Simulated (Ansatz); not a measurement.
# SiCl3 (built on the sites of a database entry of SnI3): a soft mode frozen in, part 2 of 2

Aim: this structure of SiCl3 (built on the sites of a database entry of SnI3) is to be tested for unstable modes, and one is followed downhill.

Ansatz 0.2.0; DFT PBE, scalar-relativistic, plane waves, norm-conserving pseudopotentials.

So far, highest frequency on the path or at a solved wavevector (cm⁻¹): step 2 (response at finite wavevector) 327. Also lowest frequency on the path (cm⁻¹): step 2 -258.

The structure was built from a prototype and need not be the compound's stable phase.

## 6. Relaxing from the distorted cell

Starting from the lowest point found, all atoms and the cell are let go, so that strain and other modes of the same symmetry can join in.

File input.yaml:

```yaml
crystal:
  lattice:
    - [4.7349396865, 0.0, 0.0]
    - [0.0, 4.7349396865, 0.0]
    - [0.0, 0.0, 4.7349396865]
  atoms:
    - { symbol: Si, position: [0.0, -0.046463105, 0.0] }
    - { symbol: Cl, position: [0.5, 0.0081857845, 0.0] }
    - { symbol: Cl, position: [0.0, 0.0081857845, 0.5] }
    - { symbol: Cl, position: [0.0, 0.5204384818, 0.0] }
kpoints:
  mp_grid: { grid: [10, 10, 10] }
hamiltonian:
  xc: pbe
  pseudopotentials: { kind: nc }
scf:
  occupations: { method: methfessel_paxton, width: 0.2 }
output:
  forces: true
  stress: true
  eigenvalues: true
relax:
  adjacent_minimum: "off"
  f_tol: 0.002
  max_steps: 120
  cell: { stress_tol: 0.03 }
```

The run is started by

```
> ansatz run input.yaml --threads 4 --pin off --max-ram 14336MiB --backend cpu --events-out ev --progress --plain --runs-dir out
```

Numbers of over 12 decimals in the logs are rounded to 6 here.

The program printed:

```text
[...]
Crystal: 4 atoms, lattice volume = 106.156 Å³
Basis set: ecut = 789.130201 eV, 5377 PW (Γ), exchange–correlation on 90×90×90 points (8 copies of the dense FFT grid, shifted against one another)
Bands: 17, of which v1, the nominal top of the filled ones, is band 13 counted from 1 (12 counted from 0)
Symmetry: 8 space group operations
[...]
k-points: 126 of 1000 (time reversal used)
[...]
SCF iter   1: F=—  HF=-1456.478882 eV  |F-HF|=—  |Δ(HF+E_count)|=         —  Δρ=2.29e-2  dr2=5.08e-1  ethr=3.10e-3  ⟨swp⟩=8.1  Hψ=15484  notcnv=0
[...]
SCF iter   8: F=-1456.356013 eV  HF=-1456.356013 eV  |F-HF|=3.41e-8  |Δ(HF+E_count)|=   4.87e-7  S|Δr|=    0.00e0  Δρ=4.80e-6  dr2=3.70e-8  ethr=4.00e-10  ⟨swp⟩=8.6  Hψ=14336  notcnv=0
SCF 1 converged in 8 iterations: F = -1456.356013 eV  dr2 = 3.70e-8
relax step   1: F+E_penalty+E_count = -1456.35601265 eV  Δ(F+E_penalty+E_count) = +0.000e0 eV  max|allowed force component| = 5.162e-1 eV/Å  Δτ_max = 0.0000 Å  P = +1.866 GPa  Ω = 106.156 Å³  (8 SCF iters, dr2 threshold 1.00e-7 eV, accepted)
Crystal: 4 atoms, lattice volume = 109.748 Å³
Basis set: ecut = 789.130201 eV, 5523 PW (Γ), exchange–correlation on 90×90×90 points (8 copies of the dense FFT grid, shifted against one another)
[...]
iter 1 solved again at ethr=5.84e-5 eV; its pass at ethr=3.10e-3 eV (dr2=1.46e-2 eV) is discarded
[...]
SCF iter   6: F=-1456.554004 eV  HF=-1456.554004 eV  |F-HF|=2.76e-8  |Δ(HF+E_count)|=   2.77e-7  S|Δr|=    0.00e0  Δρ=8.84e-6  dr2=8.84e-8  ethr=1.60e-9  ⟨swp⟩=9.1  Hψ=13100  notcnv=0
SCF 2 converged in 6 iterations: F = -1456.554004 eV  dr2 = 8.84e-8
relax step   2: F+E_penalty+E_count = -1456.55400446 eV  Δ(F+E_penalty+E_count) = -1.980e-1 eV  max|allowed force component| = 7.301e-1 eV/Å  Δτ_max = 0.0768 Å  P = +0.169 GPa  Ω = 109.748 Å³  energy of the carried Pulay correction = -4.629e-4 eV  (6 SCF iters, dr2 threshold 4.00e-7 eV, accepted)
Crystal: 4 atoms, lattice volume = 112.791 Å³
Basis set: ecut = 789.130201 eV, 5635 PW (Γ), exchange–correlation on 90×90×90 points (8 copies of the dense FFT grid, shifted against one another)
[...]
SCF iter   6: F=-1456.700294 eV  HF=-1456.700294 eV  |F-HF|=8.94e-8  |Δ(HF+E_count)|=   9.91e-7  S|Δr|=    0.00e0  Δρ=1.06e-5  dr2=1.53e-7  ethr=1.60e-9  ⟨swp⟩=9.9  Hψ=13344  notcnv=0
SCF 3 converged in 6 iterations: F = -1456.700294 eV  dr2 = 1.53e-7
relax step   3: F+E_penalty+E_count = -1456.70029364 eV  Δ(F+E_penalty+E_count) = -1.463e-1 eV  max|allowed force component| = 3.463e-1 eV/Å  Δτ_max = 0.0670 Å  P = +0.190 GPa  Ω = 112.791 Å³  energy of the carried Pulay correction = -8.433e-4 eV  (6 SCF iters, dr2 threshold 4.00e-7 eV, accepted)
[... from here on, the SCF cycles and remarks between the steps are left out ...]
relax step   4: F+E_penalty+E_count = -1456.77067788 eV  Δ(F+E_penalty+E_count) = -7.038e-2 eV  max|allowed force component| = 4.886e-1 eV/Å  Δτ_max = 0.0739 Å  P = +0.738 GPa  Ω = 116.039 Å³  energy of the carried Pulay correction = -1.238e-3 eV  (6 SCF iters, dr2 threshold 4.00e-7 eV, accepted)
relax step   5: F+E_penalty+E_count = -1456.80307191 eV  Δ(F+E_penalty+E_count) = -3.239e-2 eV  max|allowed force component| = 3.370e-1 eV/Å  Δτ_max = 0.0625 Å  P = +0.401 GPa  Ω = 120.585 Å³  energy of the carried Pulay correction = -1.771e-3 eV  (5 SCF iters, dr2 threshold 4.00e-7 eV, accepted)
relax step   6: F+E_penalty+E_count = -1456.81902796 eV  Δ(F+E_penalty+E_count) = -1.596e-2 eV  max|allowed force component| = 1.156e-1 eV/Å  Δτ_max = 0.0287 Å  P = +0.131 GPa  Ω = 123.827 Å³  energy of the carried Pulay correction = -2.138e-3 eV  (6 SCF iters, dr2 threshold 4.00e-7 eV, accepted)
relax step   7: F+E_penalty+E_count = -1456.82058800 eV  Δ(F+E_penalty+E_count) = -1.560e-3 eV  max|allowed force component| = 1.219e-3 eV/Å  Δτ_max = 0.0162 Å  P = +0.010 GPa  Ω = 125.228 Å³  energy of the carried Pulay correction = -2.294e-3 eV  (5 SCF iters, dr2 threshold 4.00e-7 eV, accepted)
relax step   8: F+E_penalty+E_count = -1456.84358319 eV  Δ(F+E_penalty+E_count) = -2.300e-2 eV  max|allowed force component| = 2.221e-3 eV/Å  Δτ_max = 0.0000 Å  P = +0.173 GPa  Ω = 125.228 Å³  stress off target by 4.15e-1 GPa  SCF on the basis re-selected at this cell (its energy is not comparable with the rows above)  (7 SCF iters)
relax step   9: F+E_penalty+E_count = -1456.84939855 eV  Δ(F+E_penalty+E_count) = -5.815e-3 eV  max|allowed force component| = 2.145e-1 eV/Å  Δτ_max = 0.0498 Å  P = +0.198 GPa  Ω = 129.528 Å³  energy of the carried Pulay correction = -5.424e-4 eV  (6 SCF iters, dr2 threshold 4.00e-7 eV, accepted)
relax step  10: F+E_penalty+E_count = -1456.85376099 eV  Δ(F+E_penalty+E_count) = -4.362e-3 eV  max|allowed force component| = 2.996e-2 eV/Å  Δτ_max = 0.0470 Å  P = +0.053 GPa  Ω = 134.284 Å³  energy of the carried Pulay correction = -1.323e-3 eV  (5 SCF iters, dr2 threshold 4.00e-7 eV, accepted)
relax step  11: F+E_penalty+E_count = -1456.85383875 eV  Δ(F+E_penalty+E_count) = -7.776e-5 eV  max|allowed force component| = 3.081e-4 eV/Å  Δτ_max = 0.0106 Å  P = +0.000 GPa  Ω = 135.548 Å³  energy of the carried Pulay correction = -1.566e-3 eV  (5 SCF iters, dr2 threshold 5.61e-8 eV, accepted)
relax step  12: F+E_penalty+E_count = -1456.85370783 eV  Δ(F+E_penalty+E_count) = +1.309e-4 eV  max|allowed force component| = 9.202e-3 eV/Å  Δτ_max = 0.0110 Å  P = +0.007 GPa  Ω = 136.613 Å³  energy of the carried Pulay correction = -1.785e-3 eV  (9 SCF iters, accepted)
relax step  13: F+E_penalty+E_count = -1456.85369042 eV  Δ(F+E_penalty+E_count) = +1.741e-5 eV  max|allowed force component| = 1.606e-3 eV/Å  Δτ_max = 0.0006 Å  P = -0.002 GPa  Ω = 136.710 Å³  energy of the carried Pulay correction = -1.806e-3 eV  (4 SCF iters, dr2 threshold 5.29e-9 eV, accepted)
[...]
SCF iter   1: F=—  HF=-1456.856433 eV  |F-HF|=—  |Δ(HF+E_count)|=         —  Δρ=1.44e-4  dr2=1.58e-6  ethr=5.04e-6  ⟨swp⟩=3.7  Hψ=23576  notcnv=0
eigensolver tolerance schedule: the retry pair's looser diagonalisation over-reported the residual by 794.75 of it (diagonalisation noise at an unbounded share of the residual, at the tolerance the schedule requests for it); recorded, not acted on — ethr = c·dr2/N_el stays at c = 1.0e-1
[...]
SCF iter   2: F=—  HF=-1456.856423 eV  |F-HF|=—  |Δ(HF+E_count)|=   9.64e-6  S|Δr|=    0.00e0  Δρ=7.81e-6  dr2=3.39e-8  ethr=6.33e-9  ⟨swp⟩=3.1  Hψ=4548  notcnv=0
[...]
SCF iter   6: F=-1456.856423 eV  HF=-1456.856423 eV  |F-HF|=5.00e-12  |Δ(HF+E_count)|=  2.43e-11  S|Δr|=    0.00e0  Δρ=8.24e-8  dr2=1.05e-11  ethr=1.00e-12  ⟨swp⟩=7.5  Hψ=14507  notcnv=0
SCF 14 converged in 6 iterations: F = -1456.856423 eV  dr2 = 1.05e-11
relax step  14: F+E_penalty+E_count = -1456.85642325 eV  Δ(F+E_penalty+E_count) = -2.733e-3 eV  max|allowed force component| = 1.701e-3 eV/Å  Δτ_max = 0.0000 Å  P = +0.005 GPa  Ω = 136.710 Å³  stress off target by 2.92e-2 GPa  SCF on the basis re-selected at this cell (its energy is not comparable with the rows above)  (6 SCF iters)
[...]
SCF converged after 6 iterations
[...]
Free energy (F): -1456.856423 eV
[...]
Internal energy: -1456.853446 eV  (E = F + TS)
E sigma→0 (E₀):  -1456.855679 eV
Entropy (-TS):   -0.002977 eV (-0.744 meV/atom)
Fermi energy:    1.190190 eV
[...]
--- Forces (eV/Å), atoms counted from 1 ---
  atom   1  Si    -0.00000000    -0.00153790    -0.00000000
  atom   2  Cl     0.00000000    -0.00008129     0.00000000
  atom   3  Cl    -0.00000000    -0.00008129    -0.00000000
  atom   4  Cl     0.00000000     0.00170093     0.00000000
  max |Σ_I F_I| component: 4.57e-7 eV/Å
--- Stress (GPa, compression-positive) ---
       -0.007789       0.000000       0.000000
        0.000000       0.029204      -0.000000
        0.000000      -0.000000      -0.007789
  P = ⅓ Tr σ = 0.0045 GPa (0.045 kbar)
--- Band table (eV; the first three rows and the last of 126) ---
  k-point 0: bands = [... 9 lower, -1.8852, -1.7610, -1.4651, -1.4651, 5.1767, 5.8775, 5.8775, 6.8988]
  k-point 1: bands = [... 9 lower, -1.8766, -1.8154, -1.5362, -1.1900, 5.2478, 5.8226, 5.8832, 6.9797]
  k-point 2: bands = [... 9 lower, -1.9824, -1.7900, -1.7191, -0.5800, 5.3420, 5.8460, 5.9066, 6.9852]
  k-point 125: bands = [... 9 lower, -1.6177, -1.6177, -0.5512, 3.4944, 3.5688, 3.5688, 4.3850, 6.5889]
--- Relaxed structure (12 steps of the walk, 12 accepted, 2 SCFs on fresh bases) ---
  F+E_penalty+E_count = -1456.85642325 eV   max|allowed force component| = 1.701e-3 eV/Å   (the final SCF, on the basis selected at the relaxed cell)
  cell:  # Å, volume = 136.7104 Å³
    - [4.601290, 0, 0]
    - [0, 6.457173, 0.0]
    - [0, 0.0, 4.601290]
  atoms:
    - { symbol: Si, position: [0, -0.092583, 0] }
    - { symbol: Cl, position: [0.5, -0.00320316, 0.0] }
    - { symbol: Cl, position: [0, -0.00320316, 0.5] }
    - { symbol: Cl, position: [0, 0.589337, 0.0] }
```

Run time: 4.1 min. Hardware: 4 threads of Arm Neoverse V1, shared host; peak memory 0.91 GiB; 16 min of CPU time.

Step by step:

| step | energy less that of the first step (eV) | largest force component (eV/Å) | pressure (GPa) | volume (Å³) |
| --- | --- | --- | --- | --- |
| 1 | 0.0000 | 0.5162 | 1.87 | 106.16 |
| 2 | -0.1980 | 0.7301 | 0.17 | 109.75 |
| 3 | -0.3443 | 0.3463 | 0.19 | 112.79 |
| 4 | -0.4147 | 0.4886 | 0.74 | 116.04 |
| 5 | -0.4471 | 0.3370 | 0.40 | 120.59 |
| 6 | -0.4630 | 0.1156 | 0.13 | 123.83 |
| 7 | -0.4646 | 0.0012 | 0.01 | 125.23 |
| 8* | -0.4876 | 0.0022 | 0.17 | 125.23 |
| 9 | -0.4934 | 0.2145 | 0.20 | 129.53 |
| 10 | -0.4977 | 0.0300 | 0.05 | 134.28 |
| 11 | -0.4978 | 0.0003 | 0.00 | 135.55 |
| 12 | -0.4977 | 0.0092 | 0.01 | 136.61 |
| 13 | -0.4977 | 0.0016 | 0.00 | 136.71 |
| 14* | -0.5004 | 0.0017 | 0.00 | 136.71 |

Relaxation steps marked * repeat the geometry before them on a plane-wave basis chosen anew for their cell, so energy and pressure can jump there.

The run keeps the 8 symmetry operations that it works with, so distortions that break them were not tested.

| cell as run | before | after | change |
| --- | --- | --- | --- |
| a (Å) | 4.735 | 4.601 | -2.8 % |
| b (Å) | 4.735 | 6.457 | +36.4 % |
| c (Å) | 4.735 | 4.601 | -2.8 % |
| volume (Å³/atom) | 26.54 | 34.18 | +28.8 % |

The atoms that moved most (Å, as changes of fractional coordinates times the final cell):

| atom | dx | dy | dz | length |
| --- | --- | --- | --- | --- |
| Cl4 | 0.000 | 0.445 | 0.000 | 0.445 |
| Si1 | 0.000 | -0.298 | 0.000 | 0.298 |
| Cl2 | 0.000 | -0.074 | 0.000 | 0.074 |
| Cl3 | 0.000 | -0.074 | 0.000 | 0.074 |

Final coordinates:

```xyz
4
Lattice="4.6013 0.0000 0.0000 0.0000 6.4572 0.0000 0.0000 0.0000 4.6013" Properties=species:S:1:pos:R:3 pbc="T T T"
Si    0.0000   -0.5978    0.0000
Cl    2.3006   -0.0207    0.0000
Cl    0.0000   -0.0207    2.3006
Cl    0.0000    3.8054    0.0000
```

This step gave:

```yaml
pressure: 0.004542 GPa
volume_per_atom: 34.18 Å³
```

The distorted start has space group P4mm; the relaxation ends in P4mm.

## 7. The new phase in its own primitive cell

The relaxed structure is symmetrised, reduced to its primitive cell and relaxed tightly, as its phonons need.

input.yaml, the sections that differ from step 6:

```yaml
crystal:
  lattice:
    - [4.6012897766, 0.0, 0.0]
    - [0.0, 4.6012897766, 0.0]
    - [0.0, 0.0, 6.4571728445]
  atoms:
    - { symbol: Si, position: [0.0, 0.0, 0.0925834892] }
    - { symbol: Cl, position: [0.5, 0.0, 0.0032031607] }
    - { symbol: Cl, position: [0.0, 0.5, 0.0032031607] }
    - { symbol: Cl, position: [0.0, 0.0, 0.4106632437] }
kpoints:
  mp_grid: { grid: [10, 10, 8] }
relax:
  adjacent_minimum: "off"
  f_tol: 0.001
  max_steps: 60
  cell: { stress_tol: 0.01 }
# hamiltonian, scf, output: as in step 6
```

The program printed:

```text
[...]
Crystal: 4 atoms, lattice volume = 136.710 Å³
Basis set: ecut = 789.130201 eV, 6897 PW (Γ), exchange–correlation on 90×90×120 points (8 copies of the dense FFT grid, shifted against one another)
Bands: 17, of which v1, the nominal top of the filled ones, is band 13 counted from 1 (12 counted from 0)
Symmetry: 8 space group operations
[...]
--- Relaxed structure (9 steps of the walk, 8 accepted, 2 SCFs on fresh bases) ---
[...]
cell:  # Å, volume = 139.6032 Å³
    - [4.600778, 0.0, 0]
    - [0.0, 4.600778, 0.0]
    - [0, 0.0, 6.595275]
  atoms:
    - { symbol: Si, position: [0, 0.0, 0.093369] }
    - { symbol: Cl, position: [0.500000, 0.0, 0.00574794] }
    - { symbol: Cl, position: [0, 0.500000, 0.00574794] }
    - { symbol: Cl, position: [0, 0.0, 0.404789] }
[key lines of the parts left out:]
SCF converged after 7 iterations
Free energy (F): -1456.856716 eV
Fermi energy:    1.062020 eV
P = ⅓ Tr σ = -0.0003 GPa (-0.003 kbar)
```

Run time: 3.1 min. Hardware: 4 threads; peak memory 0.86 GiB; 12 min of CPU time.

Step by step:

| step | energy less that of the first step (eV) | largest force component (eV/Å) | pressure (GPa) | volume (Å³) |
| --- | --- | --- | --- | --- |
| 1 | 0.0000 | 0.0016 | 0.00 | 136.71 |
| 2 | 0.0000 | 0.0005 | 0.01 | 136.84 |
| 3 | 0.0000 | 0.0114 | 0.03 | 138.55 |
| 4 | 0.0000 | 0.0004 | 0.01 | 138.90 |
| 5 | 0.0000 | 0.0010 | 0.00 | 139.07 |
| 6* | -0.0003 | 0.0010 | 0.00 | 139.07 |
| 7 | -0.0003 | 0.0038 | 0.01 | 139.07 |
| 8 | -0.0003 | 0.0006 | 0.00 | 139.07 |
| 9 | -0.0002 | 0.0002 | 0.00 | 139.51 |
| 10 | -0.0002 | 0.0001 | 0.00 | 139.60 |
| 11* | -0.0003 | 0.0001 | 0.00 | 139.60 |

Relaxation steps marked * repeat the geometry before them on a plane-wave basis chosen anew for their cell, so energy and pressure can jump there. Relaxation step 7 was tried and not accepted.

The run keeps the 8 symmetry operations that it works with, so distortions that break them were not tested.

| conventional cell, symmetrised | before | after | change |
| --- | --- | --- | --- |
| a (Å) | 4.601 | 4.601 | -0.0 % |
| b (Å) | 4.601 | 4.601 | -0.0 % |
| c (Å) | 6.457 | 6.595 | +2.1 % |
| volume (Å³/atom) | 34.18 | 34.90 | +2.1 % |

The atoms that moved most (Å, as changes of fractional coordinates times the final cell):

| atom | dx | dy | dz | length |
| --- | --- | --- | --- | --- |
| Cl4 | 0.000 | 0.000 | -0.039 | 0.039 |
| Cl2 | 0.000 | 0.000 | 0.017 | 0.017 |
| Cl3 | 0.000 | 0.000 | 0.017 | 0.017 |
| Si1 | 0.000 | 0.000 | 0.005 | 0.005 |

This step gave:

```yaml
pressure: -2.72e-4 GPa
volume_per_atom: 34.90 Å³
```

The largest force component left is 0.089 meV/Å and the pressure is 0.000 GPa, within the tolerances set. The cell now holds 34.90 Å³/atom.

## 8. Modes of the new phase, k-mesh 10×10×8

A relaxed structure may still be a saddle point, so its zone-centre modes are computed. No field response is asked, since the mesh shows no gap.

input.yaml, the sections that differ from step 7:

```yaml
crystal:
  lattice:
    - [4.6007781252, 0.0, 0.0]
    - [0.0, 4.6007781252, 0.0]
    - [0.0, 0.0, 6.5952754891]
  atoms:
    - { symbol: Si, position: [0.0, 0.0, 0.0933685397] }
    - { symbol: Cl, position: [0.5, 0.0, 0.0057479374] }
    - { symbol: Cl, position: [0.0, 0.5, 0.0057479374] }
    - { symbol: Cl, position: [0.0, 0.0, 0.4047886397] }
output:
  eigenvalues: true
phonons:
  method: dfpt
# kpoints, hamiltonian, scf: as in step 7
# relax: removed
```

The program printed:

```text
zone centre: on kpoints.mp_grid the ground state, and the responses unless they are solved on pairs of k-points, stand on 180 of the mesh's 800 k-points, reduced under 4 symmetry operations, with k and −k counted as one. Each operation leaves every solved displacement unchanged or reverses it
[...]
Crystal: 4 atoms, lattice volume = 139.603 Å³
Basis set: ecut = 789.130201 eV, 7011 PW (Γ), exchange–correlation on 90×90×128 points (8 copies of the dense FFT grid, shifted against one another)
Bands: 17, of which v1, the nominal top of the filled ones, is band 13 counted from 1 (12 counted from 0)
Symmetry: 8 space group operations
k-points: 180 of 800 (irreducible under 4 space group operations, time reversal used)
[...]
SCF iter   1: F=—  HF=-1457.009441 eV  |F-HF|=—  |Δ(HF+E_count)|=         —  Δρ=2.19e-2  dr2=6.11e-1  ethr=3.10e-3  ⟨swp⟩=9.2  Hψ=23622  notcnv=0
[...]
SCF iter  11: F=-1456.856716 eV  HF=-1456.856716 eV  |F-HF|=1.36e-12  |Δ(HF+E_count)|=  3.18e-12  S|Δr|=    0.00e0  Δρ=5.56e-8  dr2=3.43e-12  ethr=1.00e-12  ⟨swp⟩=11.2  Hψ=22498  notcnv=0
SCF 1 converged in 11 iterations: F = -1456.856716 eV  dr2 = 3.43e-12
DFPT response loops at Γ: preconditioner auto → none (partly filled bands, converged f_vac=0.288); β = 0.50; Broyden in place of MSR1
SCF converged after 11 iterations
[...]
Free energy (F): -1456.856716 eV
[...]
Internal energy: -1456.853640 eV  (E = F + TS)
E sigma→0 (E₀):  -1456.855947 eV
Entropy (-TS):   -0.003076 eV (-0.769 meV/atom)
Fermi energy:    1.062019 eV
Step filling:    the computed levels leave a gap of 0.0000 eV = 0.0 smearing widths at the electron count; against every level under it full and every level over it empty, smearing changes F+E_penalty+E_count by -0.890 meV and its σ→0 estimate by -0.121 meV
[...]
--- Band table (eV; the first three rows and the last of 180) ---
  k-point 0: bands = [... 9 lower, -2.0199, -1.8720, -1.5977, -1.5977, 5.0148, 5.7652, 5.7652, 6.7090]
  k-point 1: bands = [... 9 lower, -2.0210, -1.8439, -1.5974, -1.5974, 5.0912, 5.7987, 5.7987, 6.5879]
  k-point 2: bands = [... 9 lower, -2.0236, -1.7827, -1.5967, -1.5967, 5.2946, 5.8825, 5.8825, 6.3573]
  k-point 179: bands = [... 9 lower, -1.7679, -1.7679, -0.6838, 3.3963, 3.4466, 3.4466, 4.2580, 6.4762]
--- Phonons (Γ-DFPT): 7 representative perturbations + reference, on 180 of 800 k-points (Σ response iterations 21) ---
  k mesh reduced under 4 symmetry operations, with k and −k counted as one. Each operation leaves every solved displacement unchanged or reverses it
  ASR residual: 7.303e-5 → 0.000e0 eV/Å²; symmetrization residual: 2.511e-6 eV/Å²
  ASR residual per site (eV/Å²): 5.56e-5 7.30e-5 7.30e-5 2.65e-5
[...]
non-analytic LO–TO correction: not included (Born effective charges unavailable; polar crystals: no LO–TO splitting at Γ)
```

Run time: 2.9 min. Hardware: 4 threads; peak memory 3.6 GiB; 11 min of CPU time.

Numbers from this step:

- sum-rule residual before enforcement: 7.30e-5 eV/Å²
- point group: 4mm
- highest optical mode at the zone centre (no LO-TO term): 548.6 cm⁻¹
- lowest optical zone-centre mode: -153.4 cm⁻¹

Patterns of degenerate modes are one choice out of their space. Modes at Γ, with each element's share of the kinetic energy (negative means imaginary):

| mode | frequency (cm⁻¹) | symmetry | Si % | Cl % |
| --- | --- | --- | --- | --- |
| 1 | -153.4 | E | 63 | 37 |
| 2 | -153.4 | E | 63 | 37 |
| 3 | 0.0 | acoustic | 21 | 79 |
| 4 | 0.0 | acoustic | 21 | 79 |
| 5 | 0.0 | acoustic | 21 | 79 |
| 6 | 112.9 | E | 14 | 86 |
| 7 | 112.9 | E | 14 | 86 |
| 8 | 117.8 | B1 | 0 | 100 |
| 9 | 204.5 | E | 2 | 98 |
| 10 | 204.5 | E | 2 | 98 |
| 11 | 222.7 | A1 | 15 | 85 |
| 12 | 548.6 | A1 | 64 | 36 |

Displacements in mode 1 (-153.4 cm⁻¹), the largest set to 1:
```
Si1  1.00 -0.09  0.00
Cl2 -0.54  0.03  0.00
Cl3 -0.39  0.05  0.00
Cl4  0.13 -0.01  0.00
```

Displacements in mode 7 (112.9 cm⁻¹), the largest set to 1:
```
Si1 -0.49  0.00  0.00
Cl2 -0.15  0.00  0.00
Cl3 -0.46  0.00  0.00
Cl4  1.00  0.00  0.00
```

Before it was imposed, the acoustic sum rule was missed by 7.3e-5 eV/Å². Small misses are needed for a sound result but don't prove that mesh and cutoff are converged. The lowest optical mode is imaginary, 153.4i cm⁻¹, so the energy falls along it.

## 9. Outcome

| Property | Result |
| --- | --- |
| unstable mode of the parent | q = (0, 0, 0), 258i cm⁻¹ |
| depth at the lowest point sampled | 26.8 meV/atom |
| largest atomic shift at that point | 0.22 Å |
| space group reached (within 0.01 Å) | P4mm |
| energy gained over the parent (first relaxation, on the mesh of the frozen mode) | 152 meV/atom |
| volume per atom, phase reached | 34.9 Å³ |
| lowest optical zone-centre mode, phase reached | -153 cm⁻¹ |
| highest optical mode at the zone centre (no LO-TO term), phase reached | 549 cm⁻¹ |

In words: Along this mode the structure falls into P4mm, 152 meV/atom below the parent. At the parent's cell the well is 26.8 meV/atom deep on the steps tried, with its lowest point at a shift of 0.22 Å. Relaxing atoms and cell changes the gain by +124.97 meV/atom against the lowest step (energies at zero smearing). Most of the total comes from this relaxation. The new phase still has an imaginary mode at the zone centre of its cell, so it is a saddle point on the way to a lower structure. Of the 5 patterns followed to their end from this parent, this one ends 112 meV/atom above the lowest, Amm2. Each path keeps the symmetry of its pattern, so a lower phase may lie along a pattern not tried. With no gap, or one that is small against the smearing, the frequencies hang on the k mesh and the smearing, most of all near Kohn anomalies. The phonon runs are without spin polarisation, although the cell has an odd electron count. A phonon run warned that its eigensolver left some bands unconverged in a pass. The starting cell was built on a prototype and not taken from a measurement, so the phase need not exist.

[Logs are printed without paths, hosts, clocks, repeated set-up lines and the standing remarks that a program may print on its own settings, such as how far it seeks lower states.]

[Hosts, paths, dates, database ids (printed as entryN), source tags and the programs' standing remarks are cut or masked in the printed files.]
